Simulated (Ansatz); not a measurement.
# (8,0) carbon nanotube bundle (160 atoms): geometry optimisation, part 2 of 2

Aim: bring (8,0) carbon nanotube bundle (160 atoms) to a nearby minimum of the energy and see what moves.

Ansatz 0.2.0; Kohn-Sham DFT, PBE+D4, PAW (set soft_2), plane waves.

So far. Step 3 (Cell and atoms relaxed): The relaxation changed the energy by -81.5 meV/atom, and atoms moved by 0.13 Å r.m.s., 0.33 Å at most.

### 5. Single point at the relaxed geometry

The electronic structure is read at the final geometry, in a run of its own.

File input.yaml:

```yaml
crystal:
  lattice:
    - [9.57932, 0.1516, -0.009]
    - [-4.65837, 8.11982, -0.01903]
    - [-0.02004, -0.06052, 21.29466]
  atoms:
    - { symbol: C, position: [0.31738, 0.34435, 0.06765] }
    - { symbol: C, position: [0.21247, 0.38555, 0.0341] }
    - { symbol: C, position: [0.07564, 0.36781, 0.06748] }
    - { symbol: C, position: [0.92781, 0.29481, 0.03369] }
    - { symbol: C, position: [0.21246, 0.38554, 0.16763] }
    - { symbol: C, position: [0.07564, 0.36781, 0.13395] }
    - { symbol: C, position: [0.79074, 0.17753, 0.0669] }
    - { symbol: C, position: [0.68503, 0.0328, 0.03302] }
    - { symbol: C, position: [0.9278, 0.2948, 0.16723] }
    - { symbol: C, position: [0.79074, 0.17753, 0.13337] }
    - { symbol: C, position: [0.62601, 0.88215, 0.06625] }
    - { symbol: C, position: [0.62511, 0.74918, 0.03245] }
    - { symbol: C, position: [0.68502, 0.0328, 0.16656] }
    - { symbol: C, position: [0.62601, 0.88215, 0.13269] }
    - { symbol: C, position: [0.68266, 0.65568, 0.06588] }
    - { symbol: C, position: [0.78755, 0.61446, 0.03237] }
    - { symbol: C, position: [0.62513, 0.7492, 0.16601] }
    - { symbol: C, position: [0.68267, 0.65569, 0.13235] }
    - { symbol: C, position: [0.92435, 0.63212, 0.06605] }
    - { symbol: C, position: [0.07219, 0.70516, 0.03277] }
    - { symbol: C, position: [0.78755, 0.61445, 0.1659] }
    - { symbol: C, position: [0.92435, 0.63211, 0.13251] }
    - { symbol: C, position: [0.20922, 0.82248, 0.06663] }
    - { symbol: C, position: [0.31492, 0.96721, 0.03345] }
    - { symbol: C, position: [0.07219, 0.70515, 0.16631] }
    - { symbol: C, position: [0.20922, 0.82248, 0.1331] }
    - { symbol: C, position: [0.374, 0.11787, 0.06731] }
    - { symbol: C, position: [0.37492, 0.25084, 0.03399] }
    - { symbol: C, position: [0.31492, 0.96721, 0.16698] }
    - { symbol: C, position: [0.37399, 0.11787, 0.13375] }
    - { symbol: C, position: [0.37493, 0.25086, 0.16755] }
    - { symbol: C, position: [0.31739, 0.34436, 0.13411] }
    [... 122 atom lines left out ...]
    - { symbol: C, position: [0.37399, 0.11786, 0.86731] }
    - { symbol: C, position: [0.37492, 0.25085, 0.83399] }
    - { symbol: C, position: [0.31491, 0.96721, 0.96698] }
    - { symbol: C, position: [0.37399, 0.11787, 0.93375] }
    - { symbol: C, position: [0.37493, 0.25086, 0.96755] }
    - { symbol: C, position: [0.31739, 0.34437, 0.93411] }
kpoints:
  mp_grid: { grid: [2, 2, 1] }
hamiltonian:
  xc: pbe
  dispersion: d4
scf:
  occupations: { method: gaussian, width: 0.05 }
output:
  forces: true
  stress: true
  populations: true
  dos:
    method: { smearing: { sigma: 0.1 } }
    de: 0.1
    projected: { site_lists: { C: [C] } }
  eigenvalues: true
  write_density: true
  write_potential: true
  volumetric_format: npy
  elf: true
```

The run is started by

```console
$ ansatz run input.yaml --threads 4 --pin off --max-ram 8192MiB --backend cpu --events-out ev --progress --plain --runs-dir out
```

Numbers of over 12 decimals in the logs are rounded to 6 here.

The program printed:

```text
Warning: at least one further symmetry operation maps every atom of the structure, as the run holds it, onto an atom to within 1.41e-5 (fractional), and is not used: to satisfy it, and what else the atoms miss by up to 2.00e-5, twice crystal.symmetry.tolerance (1.0e-5), an atom would have to move by the tolerance or more, and atoms are only ever moved by less. [...]
[...]
Crystal: 160 atoms, lattice volume = 1671.372 Å³
Basis set: ecut = 420 eV, 32599 PW (Γ), exchange–correlation on 144×128×288 points (8 copies of the dense FFT grid, shifted against one another)
Bands: 480, of which v1, the nominal top of the filled ones, is band 320 counted from 1 (319 counted from 0)
Symmetry: 1 space group operations
[...]
k-points: 4
[...]
SCF iter   1: F=—  HF=-40140.857467 eV  |F-HF|=—  |Δ(HF+E_count)|=         —  Δρ=4.22e-3  dr2=1.87e-1  ethr=1.77e-3  ⟨swp⟩=6.8  Hψ=8554  notcnv=0  defer=429
[...]
SCF iter   8: F=-40141.006631 eV  HF=-40141.006631 eV  |F-HF|=3.81e-8  |Δ(HF+E_count)|=   1.53e-8  Δρ=1.15e-6  dr2=4.65e-8  ethr=1.56e-11  ⟨swp⟩=25.5  Hψ=20668  notcnv=0
SCF 1 converged in 8 iterations: F = -40141.006631 eV  dr2 = 4.65e-8
[...]
WARN: The input density's exchange-correlation potential varies sharply where the density is thin. Do not read a vacuum level from v_tot or v_xc, or from such a field of the output density. On a cell that repeats whose density bears no net charge and no dipole along the vacuum's axis use v_es (v_loc + v_h of the components); [...]
SCF converged after 8 iterations
Free energy (F): -40141.006631 eV
[...]
Internal energy: -40141.003664 eV  (E = F + TS)
E sigma→0 (E₀):  -40141.005147 eV
Entropy (-TS):   -0.002966 eV (-0.019 meV/atom)
Fermi energy:    5.281800 eV
[...]
--- Forces (eV/Å), atoms counted from 1 ---
  atom   1  C      0.00566415    -0.00449955     0.00739199
  atom   2  C     -0.00259002     0.00126480    -0.00435039
  atom   3  C      0.00450707     0.00320509     0.00199442
  atom   4  C     -0.00537546    -0.00152043     0.00247496
  atom   5  C      0.00167814     0.00139879     0.00319995
  atom   6  C     -0.00073481     0.00105250    -0.00009695
  atom   7  C      0.00007371     0.00387305    -0.00198314
  atom   8  C      0.00138767    -0.00687013    -0.00078055
  atom   9  C     -0.00125788     0.00142020    -0.00335985
  atom  10  C     -0.00180641     0.00033946     0.00304731
  atom  11  C      0.00337130    -0.00054220    -0.00434586
  atom  12  C      0.00005710     0.00324011     0.00044062
  atom  13  C      0.00085916    -0.00444736    -0.00383136
  atom  14  C      0.00182854     0.00230127     0.00188028
[...]
atom 159  C      0.00058122    -0.00311979    -0.00135319
  atom 160  C      0.00605756    -0.00534022     0.00012548
  max |Σ_I F_I| component: 8.58e-6 eV/Å
--- Stress (GPa, compression-positive) ---
        0.016422       0.039513      -0.001071
        0.039513      -0.020341      -0.000486
       -0.001071      -0.000486      -0.008719
  P = ⅓ Tr σ = -0.0042 GPa (-0.042 kbar)
--- Band table (eV) ---
[...]
--- Löwdin populations: 160 sites ---
  site symbol       q [e]
     0      C      3.9617
     1      C      3.9616
     2      C      3.9631
[...]
159      C      3.9618
  spilling = 0.009503 (of n_electrons = 640.000000)
```

Elapsed: 3.4 min, on 4 threads of Arm Neoverse V2, shared host; peak memory 5.4 GiB.

The program notes that the atoms just miss a symmetry operation and the exchange-correlation potential is rough where the density is thin.

Numbers from this run:

```
free energy                             : -40141.0066 eV
free energy per atom                    : -250.8813 eV/atom
SCF cycles                              : 8
pressure                                : -0.004212 GPa
r.m.s. force component                  : 0.00381 eV/Å
longest force                           : 0.01295 eV/Å
Fermi energy                            : 5.282 eV
levels partly filled by over 2 per cent : 2
spilling of the projection              : 0.009503
```

The mean of these charges, 0.038 e, is only the charge that the projection spills.

Löwdin charges by element (they lack the spilled electrons, 0.038 e an atom on average):

| element | coordination | atoms | mean charge (e) | spread | least | most |
| --- | --- | --- | --- | --- | --- | --- |
| C | all | 160 | 0.038 | 5.0e-4 | 0.0369 | 0.0385 |

Density of states as counts of states in windows of 1 eV (from the Fermi level), total and the larger projections:

| from (eV) | to (eV) | total | C p | C s |
| --- | --- | --- | --- | --- |
| -10 | -9 | 33.5 | 27.4 | 5.8 |
| -9 | -8 | 31.5 | 25.5 | 5.7 |
| -8 | -7 | 72.5 | 66.8 | 4.7 |
| -7 | -6 | 56.4 | 54.1 | 1.9 |
| -6 | -5 | 42.8 | 40.6 | 1.9 |
| -5 | -4 | 47.3 | 45.9 | 1.1 |
| -4 | -3 | 50.6 | 49.7 | 0.7 |
| -3 | -2 | 32.6 | 32.3 | 0.2 |
| -2 | -1 | 22.1 | 21.9 | 0.1 |
| -1 | 0 | 8.6 | 8.5 | 0.0 |
| 0 | 1 | 12.6 | 12.0 | 0.3 |
| 1 | 2 | 22.7 | 21.3 | 0.7 |
| 2 | 3 | 29.5 | 27.9 | 0.3 |
| 3 | 4 | 27.9 | 22.6 | 1.3 |
| 4 | 5 | 22.8 | 14.8 | 1.0 |

Between -20 and -10 eV lie 242 more states.

The levels nearest the highest filled one (over half full), pooled over k-points and spins:

```
level less the highest filled one (eV)  occupation
                                -0.464           2
                                -0.348           2
                                -0.335           2
                               -0.0295        2.00
                               -0.0131        1.98
                                     0        1.95
                                 0.135       0.068
                                 0.176       0.003
                                 0.210           0
                                 0.417           0
                                 0.471           0
                                 0.490           0
```

Electrostatic potential energy in the ca plane at fractional y = 0.368, with atoms of C within 0.2 Å of it. With pseudopotentials it is smooth inside the atoms' cores, unlike the true potential.

Ten even steps from '0' (-62 eV) to '9' (10 eV), each cell a mean:
```
98668866899998678767899987678767899987688768
98778877899998778878999998788878999998788778
99999999999999999999999999999999999999999999
99999999999999999999999999999999999999999999
99999999999999999999999999999999999999999999
99999999999999999999999999999999999999999999
99999999999999999999999999999999999999999999
99999999999999999999999999999999999999999999
99999999999999999999999999999999999999999999
99999999999999999999999999999999999999999999
99999999999999999999999999999999999999999999
99999999999999999999999999999999999999999999
99999999999999999999999999999999999999999999
99999999999999999999999999999999999999999999
66899998668756899987568757899987578657899986
01589985016401699984026302799972036203899961
11689985126512689984137413789873146314899862
76557755678866568755678865568655688765578656
85005401689984016301799973026202799861035104
85116512689984126412789973136313899872146215
55678876568755678866568756678766578656688765
00589984005301689983016202799972036103899861
01589984016401689983026302799972036203899861
66788887668866788887678767789877678767888876
```
Columns run along c (16.0 Å, from fractional 0.12 to 0.88 of the cell; values clipped at the 3rd and 97th percentile), rows up along a (9.6 Å). Atoms in or near the plane, at fractional coordinates: C at (0.17, 0.21), C at (0.13, 0.08), C at (0.13, 0.32), C at (0.27, 0.32), C at (0.23, 0.21), C at (0.27, 0.08), C at (0.37, 0.21), C at (0.33, 0.08), C at (0.33, 0.32), C at (0.47, 0.32), C at (0.43, 0.21), C at (0.47, 0.08), C at (0.57, 0.21), C at (0.53, 0.08) and more.

ELF in the ca plane at fractional y = 0.368, with atoms of C within 0.2 Å of it. It is the smooth field of the valence electrons, not physical close to the nuclei.

Values, 13 rows by 16 columns, each cell a mean:
```
0.61 0.69 0.70 0.34 0.43 0.69 0.69 0.53 0.25 0.70 0.69 0.67 0.16 0.67 0.69 0.70
0.36 0.51 0.52 0.16 0.22 0.52 0.51 0.29 0.10 0.51 0.50 0.42 0.05 0.43 0.50 0.50
0.07 0.07 0.09 0.04 0.05 0.08 0.08 0.06 0.03 0.09 0.06 0.08 0.02 0.08 0.06 0.09
0.01 0.01 0.01 0.00 0.01 0.01 0.01 0.01 0.00 0.01 0.01 0.01 0.00 0.01 0.01 0.01
0.00 0.01 0.01 0.00 0.00 0.01 0.01 0.00 0.00 0.01 0.01 0.01 0.00 0.01 0.01 0.01
0.05 0.09 0.09 0.02 0.03 0.09 0.09 0.04 0.01 0.08 0.09 0.06 0.01 0.06 0.09 0.08
0.36 0.44 0.48 0.17 0.23 0.48 0.45 0.31 0.11 0.49 0.42 0.43 0.07 0.43 0.42 0.48
0.70 0.39 0.62 0.56 0.61 0.55 0.46 0.66 0.51 0.69 0.33 0.73 0.48 0.73 0.33 0.69
0.46 0.25 0.47 0.55 0.50 0.42 0.32 0.47 0.63 0.51 0.17 0.48 0.73 0.48 0.17 0.51
0.71 0.56 0.66 0.55 0.60 0.62 0.59 0.67 0.49 0.70 0.55 0.74 0.43 0.74 0.55 0.70
0.56 0.61 0.51 0.40 0.47 0.52 0.56 0.54 0.31 0.51 0.68 0.56 0.22 0.56 0.68 0.51
0.52 0.34 0.55 0.55 0.53 0.50 0.42 0.52 0.61 0.59 0.27 0.56 0.68 0.56 0.27 0.59
0.64 0.40 0.63 0.59 0.60 0.56 0.47 0.62 0.60 0.68 0.33 0.68 0.62 0.68 0.32 0.68
```
Columns run along c (16.0 Å, from fractional 0.12 to 0.88 of the cell), rows up along a (9.6 Å). Atoms in or near the plane, at fractional coordinates: C at (0.17, 0.21), C at (0.13, 0.08), C at (0.13, 0.32), C at (0.27, 0.32), C at (0.23, 0.21), C at (0.27, 0.08), C at (0.37, 0.21), C at (0.33, 0.08), C at (0.33, 0.32), C at (0.47, 0.32), C at (0.43, 0.21), C at (0.47, 0.08), C at (0.57, 0.21), C at (0.53, 0.08) and more.

Löwdin charges run from +0.04 to +0.04 e, about a mean that is the spilled charge alone. Within 0.4 eV of the Fermi level the largest share is C p (96 % of the projected weight).

The surroundings of C78, picked at random, nearest first, numbered as they follow in the input and with coordinates relative to it.

| atom | x | y | z | distance (Å) | bonds | Löwdin charge (e) |
| --- | --- | --- | --- | --- | --- | --- |
| C78 | 0.00 | 0.00 | 0.00 | 0.00 | 3 | 0.04 |
| C75 | 0.00 | 0.00 | -1.41 | 1.41 | 3 | 0.04 |
| C77 | -0.14 | 1.23 | 0.72 | 1.43 | 3 | 0.04 |
| C81 | 0.61 | -1.08 | 0.71 | 1.43 | 3 | 0.04 |
| C82 | 1.60 | -1.83 | 0.00 | 2.43 | 3 | 0.04 |
| C74 | 0.20 | 2.42 | 0.01 | 2.43 | 3 | 0.04 |
| C72 | -0.13 | 1.24 | -2.13 | 2.46 | 3 | 0.04 |
| C104 | -0.14 | 1.23 | 2.13 | 2.46 | 3 | 0.04 |
| C108 | 0.61 | -1.09 | 2.13 | 2.46 | 3 | 0.04 |
| C76 | 0.61 | -1.07 | -2.13 | 2.46 | 3 | 0.04 |

The column of bonds counts only the pairs C-C within 1.82 Å; other neighbours, such as metal atoms beside each other in a compound, aren't counted, and periodic images can show an atom twice.

### 6. What came out

```json
{"energy change in the relaxation": "-81.54 meV/atom", "r.m.s. displacement": "0.128 Å", "largest displacement": "0.325 Å", "free energy per atom": "-250.8813 eV/atom", "density": "1.909 g/cm³", "pressure": "-0.004212 GPa", "r.m.s. force component": "0.00381 eV/Å", "wall time of the 3 DFT runs": "18 min"}
```

In words: Relaxation lowers the energy by 81.5 meV/atom and moves atoms by 0.13 Å r.m.s.; the r.m.s. force component goes from 1.5 to 0.0038 eV/Å. Displacements are taken in the final cell, so they leave out its strain. By the final cutoffs no bond was broken or made. The cell shrank by 1.0 % in volume. First to last step the energy falls by 13.047 eV, across changes of basis; the largest move, 0.32 Å, is that of C29. The C-C bonds go from 1.428 Å (spread 0.037) to 1.425 Å (spread 0.007). With the cutoffs above, all C atoms have 3 bonded neighbours. Counting bands leaves a spacing of only 0.13 eV (on the run's k-points), which the smearing bridges: 2 levels are partly filled by over 2 %, so a gap, if any, is small at this level.

[Logs are printed without paths, hosts, clocks, repeated set-up lines and the standing remarks that a program may print on its own settings, such as how far it seeks lower states.]

[Hosts, paths, dates, database ids (printed as entryN), source tags and the programs' standing remarks are cut or masked in the printed files.]
